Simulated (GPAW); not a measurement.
# How BN absorbs and reflects light

Aim: the dielectric function of BN, and the optical constants that follow from it. The cell comes from an older database entry, whose edges can differ from later determinations, mostly by under a per cent.

Program: GPAW 26.7.0. Level of theory: DFT, PBE, plane-wave PAW (GPAW data sets), scalar-relativistic, RPA, optical limit. Results are calculated unless marked as measured.

The database entry behind the starting cell has ideal inner coordinates that were not refined, so it need not match the best structure at ambient conditions.

**1. The starting structure**

The structure is hexagonal, space group P6_3mc (No. 186). Conventional cell: a = 2.536 Å, b = 2.536 Å, c = 4.199 Å, α = 90.00°, β = 90.00°, γ = 120.00°. Nearest to N lie 4 B at 1.56 to 1.57 Å. Nearest to B lie 4 N at 1.56 to 1.57 Å. Farther neighbours and most contacts between anions are not listed.

As a file:

```xyz
4
Lattice="2.5360 0.0000 0.0000 -1.2680 2.1962 0.0000 0.0000 0.0000 4.1990" Properties=species:S:1:pos:R:3 pbc="T T T"
N     0.0000    1.4642    3.6741
N     1.2680    0.7321    1.5746
B     0.0000    1.4642    2.0995
B     1.2680    0.7321    0.0000
```

**2. Bands for the response**

The response needs many more empty bands than the density does.

This step: DFT, PBE, plane-wave PAW (GPAW data sets), scalar-relativistic, bands at fixed density (GPAW 26.7.0).

The input, nscf.py:

```python
from ase.dft.bandgap import bandgap
from gpaw import GPAW, FermiDirac

calc = GPAW('gs.gpw').fixed_density(kpts={'size': (15, 15, 8), 'gamma': True}, nbands=30, convergence={'bands': 24},
                                    occupations=FermiDirac(0.001), txt='nscf.txt')
print('gap (eV)', bandgap(calc, output=None)[0])
print('direct gap (eV)', bandgap(calc, direct=True, output=None)[0])
print('top band over the Fermi level (eV)', min(calc.get_eigenvalues(kpt=k)[23] for k in range(len(calc.get_ibz_k_points()))) - calc.get_fermi_level())
calc.write('full.gpw', mode='all')
```

On the command line:

```bash
$ OMP_NUM_THREADS=1 python nscf.py
```

Numbers of over 12 decimals in the logs are rounded to 6 here.

The log of the run:

```text
Diagonalizing LCAO Hamiltonian
Converting LCAO to pw mode
convergence criteria:
- Maximum integral of absolute [eigenst]ate change: 4e-08 eV^2 / valence electron
maximum number of iterations: 150

SCF iterations
|iter     |      energy | eigst |  dens |
|iter:   1||             | +2.73 |       |
|iter:   2||             | +1.19 |       |
|iter:   3||             | -0.69 |       |
|iter:   4||             | -2.24 |       |
|iter:   5||             | -4.02 |       |
|iter:   6||             | -5.50 |       |
|iter:   7||             | -7.06 |       |
|iter:   8||             | -8.01c|       |
SCF steps: 8
  __  _  _
 | _ |_)|_||  |
 |__||  | ||/\| - 26.7.0

Versions:
  Python: 3.12.14
  ASE:    3.29.0
  Numpy:  2.5.5
  Scipy:  1.18.1
  Libxc:  7.0.0

Input parameters:
  mode=PW(ecut=550.0),
  convergence={'bands': 24},
  gpts=array([14, 14, 24]),
  kpts=MonkhorstPack(size=(15, 15, 8), gamma=True),
  maxiter=150,
  nbands=30,
  occupations=Occupations(name='fermi-dirac', width=0.001, fixmagmom=False),
  parallel={},
  xc=XC(name='PBE')

--- standard output ---
gap (eV) 5.187994
direct gap (eV) 8.331098
top band over the Fermi level (eV) 25.577855
```

It took 59 s on 1 thread of Arm Neoverse V1, shared host; peak memory 0.23 GiB.

This step gave:

| Item | Value |
| --- | --- |
| gap on the k-mesh | 5.188 eV |
| direct gap on the mesh | 8.331 eV |

**3. Dielectric function, RPA**

Local fields let the induced charge screen the field inside the cell, which as a rule lowers ε, most along directions where the density is uneven.

This step: DFT, PBE, plane-wave PAW (GPAW data sets), scalar-relativistic, RPA, optical limit (GPAW 26.7.0).

The input, df.py:

```python
from gpaw.response.df import DielectricFunction

df = DielectricFunction('full.gpw', frequencies={'type': 'nonlinear', 'domega0': 0.03, 'omega2': 8},
                        ecut=70,
                        eta=0.12,
                        nbands=24,
                        txt='df.txt')
for direction in ['x', 'z']:
    df.get_dielectric_function(xc='RPA', direction=direction, filename=f'df_{direction}.csv')
```

On the command line:

```bash
$ OMP_NUM_THREADS=1 python df.py
```

The log of the run:

```text
Using integrator: PointIntegrator
NonLinearFrequencyDescriptor(from 0.000 to 57.539 eV, 483 points)
Nonperiodic BCs:  [False False False]
Using integrator: PointIntegrator
NonLinearFrequencyDescriptor(from 0.000 to 57.539 eV, 483 points)
Nonperiodic BCs:  [False False False]

Calculating chi0 body with:
    Ground state adapter containing:
    Number of spins: 1
    Number of kpoints: 1800
    Number of irreducible kpoints: 192
    Number of completely occupied states: 8
    Number of partially occupied states: 8

    Linear response parametrization:
    q_c: [0.0, 0.0, 0.0]
    Number of frequency points: 483
    Planewave cutoff: 70.0
    Number of bands: 24
    Number of planewaves: 35
    Broadening (eta): 0.12

Integrating chi0 body.

Symmetries of q_c:
    Direct symmetries (Uq -> q): 6
    Indirect symmetries (TUq -> q): 6
In total 12 allowed symmetries.

192 groups of equivalent kpoints. 89.333333% reduction.

Integral kind: spectral function

Calculating chi0 optical extensions with:
    Ground state adapter containing:
    Number of spins: 1
    Number of kpoints: 1800
    Number of irreducible kpoints: 192
    Number of completely occupied states: 8
    Number of partially occupied states: 8

    Linear response parametrization:
    Number of frequency points: 483
    Planewave cutoff: 70.0
    Number of bands: 24
    Number of planewaves: 35
    Broadening (eta): 0.12
Integrating chi0 head and wings.

Symmetries of q_c:
    Direct symmetries (Uq -> q): 6
    Indirect symmetries (TUq -> q): 6
In total 12 allowed symmetries.

192 groups of equivalent kpoints. 89.333333% reduction.

Integral kind: spectral function wings
```

Wall time 9.1 s (1 thread); peak memory 0.23 GiB.

Numbers from this step:

- electronic dielectric constant ε∞, mean over x, y and z (by symmetry where fewer were run): 4.500
- main peak of Im epsilon, first axis: 11.27 eV

The Im ε has structure finer than the step of the table below, so its rows give means over 0.5 eV, whole bins alone (the curve runs from 0 to 14.0 eV). Peaks (eV: height): E ∥ x 11.25: 14.2; E ∥ z 10.31: 12.7, 10.95: 12.8, 12.02: 9.94, 13.77: 8.92.

Values under the direct gap are tails of Lorentzian lines. The Im ε by photon energy; means over each step:

| photon energy (eV) | E ∥ x | E ∥ z |
| --- | --- | --- |
| 0.5 | 0.00255 | 0.00292 |
| 1.0 | 0.00515 | 0.00591 |
| 1.5 | 0.00786 | 0.00904 |
| 2.0 | 0.0108 | 0.0124 |
| 2.5 | 0.0139 | 0.0161 |
| 3.0 | 0.0174 | 0.0203 |
| 3.5 | 0.0214 | 0.0250 |
| 4.0 | 0.0260 | 0.0307 |
| 4.5 | 0.0314 | 0.0375 |
| 5.0 | 0.0380 | 0.0460 |
| 5.5 | 0.0463 | 0.0569 |
| 6.0 | 0.0569 | 0.0716 |
| 6.5 | 0.0711 | 0.0923 |
| 7.0 | 0.0911 | 0.124 |
| 7.5 | 0.122 | 0.178 |
| 8.0 | 0.179 | 0.303 |
| 8.5 | 0.389 | 1.05 |
| 9.0 | 0.930 | 2.94 |
| 9.5 | 2.06 | 5.73 |
| 10.0 | 4.20 | 8.65 |
| 10.5 | 10.0 | 11.8 |
| 11.0 | 12.0 | 12.1 |
| 11.5 | 12.7 | 9.12 |
| 12.0 | 10.6 | 8.75 |
| 12.5 | 9.45 | 6.57 |
| 13.0 | 7.54 | 8.12 |
| 13.5 | 7.20 | 7.91 |

Re ε against photon energy:

| photon energy (eV) | E ∥ x | E ∥ z |
| --- | --- | --- |
| 0.0 | 4.44 | 4.62 |
| 0.5 | 4.44 | 4.63 |
| 1.0 | 4.46 | 4.65 |
| 1.5 | 4.49 | 4.68 |
| 2.0 | 4.53 | 4.72 |
| 2.5 | 4.58 | 4.78 |
| 3.0 | 4.64 | 4.86 |
| 3.5 | 4.72 | 4.95 |
| 4.0 | 4.82 | 5.07 |
| 4.5 | 4.94 | 5.21 |
| 5.0 | 5.08 | 5.38 |
| 5.5 | 5.26 | 5.59 |
| 6.0 | 5.47 | 5.86 |
| 6.5 | 5.74 | 6.19 |
| 7.0 | 6.07 | 6.64 |
| 7.5 | 6.50 | 7.24 |
| 8.0 | 7.10 | 8.17 |
| 8.5 | 8.01 | 9.86 |
| 9.0 | 9.10 | 10.9 |
| 9.5 | 10.7 | 12.5 |
| 10.0 | 12.5 | 10.6 |
| 10.5 | 12.6 | 6.75 |
| 11.0 | 8.09 | 4.19 |
| 11.5 | 3.44 | 0.449 |
| 12.0 | 2.05 | 2.11 |
| 12.5 | -0.256 | 0.972 |
| 13.0 | -0.256 | 1.43 |
| 13.5 | 0.259 | 0.511 |

Values under the direct gap are tails of Lorentzian lines. Im ε, E ∥ x against photon energy; read off at these points:

| photon energy (eV) | without local fields | with local fields |
| --- | --- | --- |
| 0.00 | 0 | 0 |
| 0.50 | 0.00276 | 0.00254 |
| 1.00 | 0.00558 | 0.00514 |
| 1.50 | 0.00853 | 0.00786 |
| 2.00 | 0.0117 | 0.0107 |
| 2.50 | 0.0151 | 0.0139 |
| 3.00 | 0.0189 | 0.0174 |
| 3.50 | 0.0232 | 0.0213 |
| 4.00 | 0.0283 | 0.0259 |
| 4.50 | 0.0342 | 0.0314 |
| 5.00 | 0.0415 | 0.0380 |
| 5.50 | 0.0506 | 0.0462 |
| 6.00 | 0.0623 | 0.0568 |
| 6.50 | 0.0780 | 0.0709 |
| 7.00 | 0.100 | 0.0907 |
| 7.50 | 0.134 | 0.121 |
| 8.00 | 0.194 | 0.175 |
| 8.50 | 0.411 | 0.376 |
| 9.00 | 1.02 | 0.917 |
| 9.50 | 2.16 | 1.92 |
| 10.00 | 4.54 | 3.77 |
| 10.50 | 12.0 | 10.3 |
| 11.00 | 13.0 | 11.4 |
| 11.25 | 15.8 | 14.1 |
| 11.50 | 13.4 | 12.4 |
| 12.00 | 11.2 | 10.5 |
| 12.50 | 10.1 | 9.63 |
| 13.00 | 7.89 | 7.64 |
| 13.50 | 7.51 | 7.06 |

The loss function −Im 1/ε at q → 0 has structure finer than the step of the table below, so its rows give means over 0.5 eV, whole bins alone (the curve runs from 0 to 14.0 eV). Peaks (eV: height): E ∥ x 13.43: 0.143; E ∥ z 11.71: 0.127, 12.50: 0.164, 13.43: 0.135.

Values under the direct gap are tails of Lorentzian lines. Table of loss function −Im 1/ε at q → 0 by energy loss; means over each step:

| energy loss (eV) | E ∥ x | E ∥ z |
| --- | --- | --- |
| 0.5 | 1.3e-4 | 1.4e-4 |
| 1.0 | 2.6e-4 | 2.7e-4 |
| 1.5 | 3.9e-4 | 4.1e-4 |
| 2.0 | 5.2e-4 | 5.6e-4 |
| 2.5 | 6.6e-4 | 7.0e-4 |
| 3.0 | 8.1e-4 | 8.6e-4 |
| 3.5 | 9.6e-4 | 0.00102 |
| 4.0 | 0.00112 | 0.00119 |
| 4.5 | 0.00129 | 0.00138 |
| 5.0 | 0.00147 | 0.00159 |
| 5.5 | 0.00167 | 0.00182 |
| 6.0 | 0.00190 | 0.00208 |
| 6.5 | 0.00216 | 0.00240 |
| 7.0 | 0.00247 | 0.00280 |
| 7.5 | 0.00287 | 0.00336 |
| 8.0 | 0.00352 | 0.00444 |
| 8.5 | 0.00594 | 0.0103 |
| 9.0 | 0.0109 | 0.0230 |
| 9.5 | 0.0172 | 0.0313 |
| 10.0 | 0.0234 | 0.0456 |
| 10.5 | 0.0400 | 0.0627 |
| 11.0 | 0.0568 | 0.0728 |
| 11.5 | 0.0737 | 0.111 |
| 12.0 | 0.0920 | 0.110 |
| 12.5 | 0.106 | 0.148 |
| 13.0 | 0.133 | 0.119 |
| 13.5 | 0.139 | 0.126 |

The refractive index n and extinction k by photon energy:

| photon energy (eV) | n, E ∥ x | k, E ∥ x | n, E ∥ z | k, E ∥ z |
| --- | --- | --- | --- | --- |
| 0.0 | 2.11 | 0 | 2.15 | 0 |
| 0.5 | 2.11 | 6.0e-4 | 2.15 | 6.8e-4 |
| 1.0 | 2.11 | 0.00122 | 2.16 | 0.00137 |
| 1.5 | 2.12 | 0.00185 | 2.16 | 0.00209 |
| 2.0 | 2.13 | 0.00253 | 2.17 | 0.00285 |
| 2.5 | 2.14 | 0.00325 | 2.19 | 0.00368 |
| 3.0 | 2.15 | 0.00403 | 2.20 | 0.00459 |
| 3.5 | 2.17 | 0.00491 | 2.22 | 0.00562 |
| 4.0 | 2.20 | 0.00591 | 2.25 | 0.00680 |
| 4.5 | 2.22 | 0.00706 | 2.28 | 0.00820 |
| 5.0 | 2.25 | 0.00842 | 2.32 | 0.00989 |
| 5.5 | 2.29 | 0.0101 | 2.36 | 0.0120 |
| 6.0 | 2.34 | 0.0121 | 2.42 | 0.0147 |
| 6.5 | 2.40 | 0.0148 | 2.49 | 0.0184 |
| 7.0 | 2.46 | 0.0184 | 2.58 | 0.0238 |
| 7.5 | 2.55 | 0.0237 | 2.69 | 0.0326 |
| 8.0 | 2.67 | 0.0329 | 2.86 | 0.0508 |
| 8.5 | 2.83 | 0.0665 | 3.14 | 0.150 |
| 9.0 | 3.02 | 0.152 | 3.33 | 0.436 |
| 9.5 | 3.29 | 0.292 | 3.61 | 0.717 |
| 10.0 | 3.57 | 0.528 | 3.44 | 1.09 |
| 10.5 | 3.80 | 1.35 | 3.18 | 1.83 |
| 11.0 | 3.32 | 1.72 | 2.96 | 2.14 |
| 11.5 | 2.86 | 2.17 | 2.13 | 2.03 |
| 12.0 | 2.52 | 2.07 | 2.45 | 1.97 |
| 12.5 | 2.17 | 2.22 | 1.87 | 1.59 |
| 13.0 | 1.92 | 1.99 | 2.26 | 1.92 |
| 13.5 | 1.91 | 1.84 | 2.01 | 1.88 |

Optical constants at common wavelengths, from n + ik = √ε:

| wavelength (nm) | n x | k x | R (%) x | 1/α x | n z | k z | R (%) z | 1/α z |
| --- | --- | --- | --- | --- | --- | --- | --- | --- |
| 1550 | 2.11 | 0.001 | 12.7 | 127 µm | 2.15 | 0.001 | 13.4 | 113 µm |
| 1064 | 2.11 | 0.001 | 12.8 | 59 µm | 2.16 | 0.002 | 13.4 | 53 µm |
| 800 | 2.12 | 0.002 | 12.9 | 33 µm | 2.16 | 0.002 | 13.5 | 29 µm |
| 532 | 2.14 | 0.003 | 13.1 | 14 µm | 2.18 | 0.003 | 13.8 | 12 µm |
| 405 | 2.16 | 0.004 | 13.4 | 7.8 µm | 2.21 | 0.005 | 14.2 | 6.8 µm |
| 248 | 2.25 | 0.008 | 14.9 | 2.3 µm | 2.32 | 0.010 | 15.8 | 2.0 µm |
| 193 | 2.39 | 0.014 | 16.8 | 1.1 µm | 2.48 | 0.018 | 18.1 | 863 nm |

Below the direct gap, k and the depth come from the tails of the Lorentzian lines, not from transitions.

At 1064 nm the birefringence n(z) − n(x) is +0.044: the crystal is uniaxial positive at this level.

**4. What came out**

```
electronic dielectric constant ε∞, mean over x, y and z (by symmetry where fewer were run) (RPA) : 4.50
main peak of Im epsilon, first axis                                                              : 11.3 eV
```

At this level (PBE, RPA) BN has a mean ε∞ = 4.50 and n = 2.11 at 1550 nm (E ∥ x), and Im ε peaks at 11.3 eV (E ∥ x). On the mesh the gap is 5.19 eV and the least direct gap 8.33 eV, so on this mesh the band edges lie at different points. Local fields change the static value along x from 4.62 to 4.44 (-4 %). Distinct maxima of Im ε, read by a parabola through the highest points, lie at 10.66 eV (12) and 11.27 eV (14) for E ∥ x. The static values by axis are 4.44 (x), 4.62 (z). At 1064 nm the birefringence n(z) − n(x) is +0.044: the crystal is uniaxial positive at this level. Excitons and phonon-assisted transitions are missing; PBE gaps are as a rule too small, which pulls the onset down and ε∞ up. The sum runs over mesh points, so small or evenly spaced maxima can still be ripples of the mesh.

[Machine, clock and banner lines and Python warnings are left out of the logs.]

[Logs are printed without paths, hosts, clocks, repeated set-up lines and the standing remarks that a program may print on its own settings, such as how far it seeks lower states.]

[Hosts, paths, dates, database ids (printed as entryN), source tags and the programs' standing remarks are cut or masked in the printed files.]
